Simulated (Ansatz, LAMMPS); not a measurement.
# Static equation of state of glassy 31SiO2-45B2O3-12K2O-12CaO (mol %) (193 atoms)

Density of this cell: 2.34 g/cm³. The cell holds 193 atoms: 16 Si, 46 B, 12 K, 6 Ca and 113 O. Its edges and angles: a = 13.679 Å, b = 13.176 Å, c = 13.634 Å, α = 89.9°, β = 92.3°, γ = 91.0°. The starting structure: 193 atoms (16 Si, 46 B, 12 K, 6 Ca, 113 O) placed at random at 2.23 g/cm³, melted at 3000 K for 20 ps at fixed volume with the Buckingham and Coulomb pair potential of Guillot and Sator (Geochim. Cosmochim. Acta 71, 1249 (2007)) with the boron terms of Wang et al. (J. Non-Cryst. Solids 498, 294 (2018)). Quenched from 3000 K to 300 K at 500 K/ps and fixed volume, held 10 ps at zero pressure.

Calculated with Ansatz 0.2.0: Kohn-Sham DFT, PBE, PAW (set soft_2), plane waves; cutoff 420 eV, Γ point, fixed occupations. Cell and atoms were relaxed first, to V0 = 12.721 Å³ an atom at a residual P0 = 0.006 GPa. The cell was then scaled evenly, and the atoms were relaxed at each volume.

| volume (Å³/atom) | pressure (GPa) |
| --- | --- |
| 11.449 | ? |
| 11.958 | 2.150 |
| 12.340 | 1.108 |
| 13.103 | -0.5039 |
| 13.485 | -1.323 |

**Question.** Fit the third-order Birch–Murnaghan equation to the rows given and extrapolate to the withheld row.

**Working.**

Take the Eulerian strain f = ½[(V0/V)^(2/3) − 1] and the normalised pressure F = (P − P0) / [3f(1 + 2f)^(5/2)]. The third-order Birch–Murnaghan equation is then the line F = B0 + (3/2)B0(B′ − 4) f, so u = f and v = F.

| u = f | v = F (GPa) |
| --- | --- |
| 0.0210564 | 30.6139 |
| 0.0102568 | 34.0524 |
| -0.00975637 | 18.2911 |
| -0.0190506 | 25.6283 |

With n = 4: mean u = 6.2656e-4, mean v = 27.1464, Σ(u − ū)² = 0.0010051, Σ(u − ū)(v − v̄) = 0.25916. Slope b = 0.25916 / 0.0010051 = 257.84; intercept a = v̄ − b ū = 26.985.

So B0 = a = 27.0 GPa and B′ = 4 + 2b/(3a) = 10.4. At the withheld volume f = 0.03638, F = a + b f = 36.37 GPa, and P = P0 + 3f(1 + 2f)^(5/2) F.

Prediction at 11.449: 4.737 GPa. The run gave 4.168 GPa, so the fit is high by 0.57 GPa (14 % of the value).

The series isn't one smooth equation of state: even a line fitted to all rows, the withheld one included, misses F by up to 34.9 %, an atom moves over 0.5 Å in some relaxation and a scaled cell ends below the relaxed one in energy. B0 and B′ are then only the numbers of this fit, not moduli of the material. Among the rows given, the largest miss of the fit is at 13.485, by 0.18 GPa (3.4 % of the range of the table).

Limits: Static cells at zero temperature; the cell shape is held. The program notes that the SCF threshold of these relaxations is loose for the stress. The quench rate of 500 K/ps is many orders above laboratory rates, so the cell is likely richer in defects and strain than a real sample. The network of bonds at the start is that of the classical potential that made the cell, and needn't be the one that DFT or experiment would give. Only the Γ point is sampled, in a cell whose shortest periodic width is 13 Å.

[Hosts, paths, dates, database ids (printed as entryN), source tags and the programs' standing remarks are cut or masked in the printed files.]
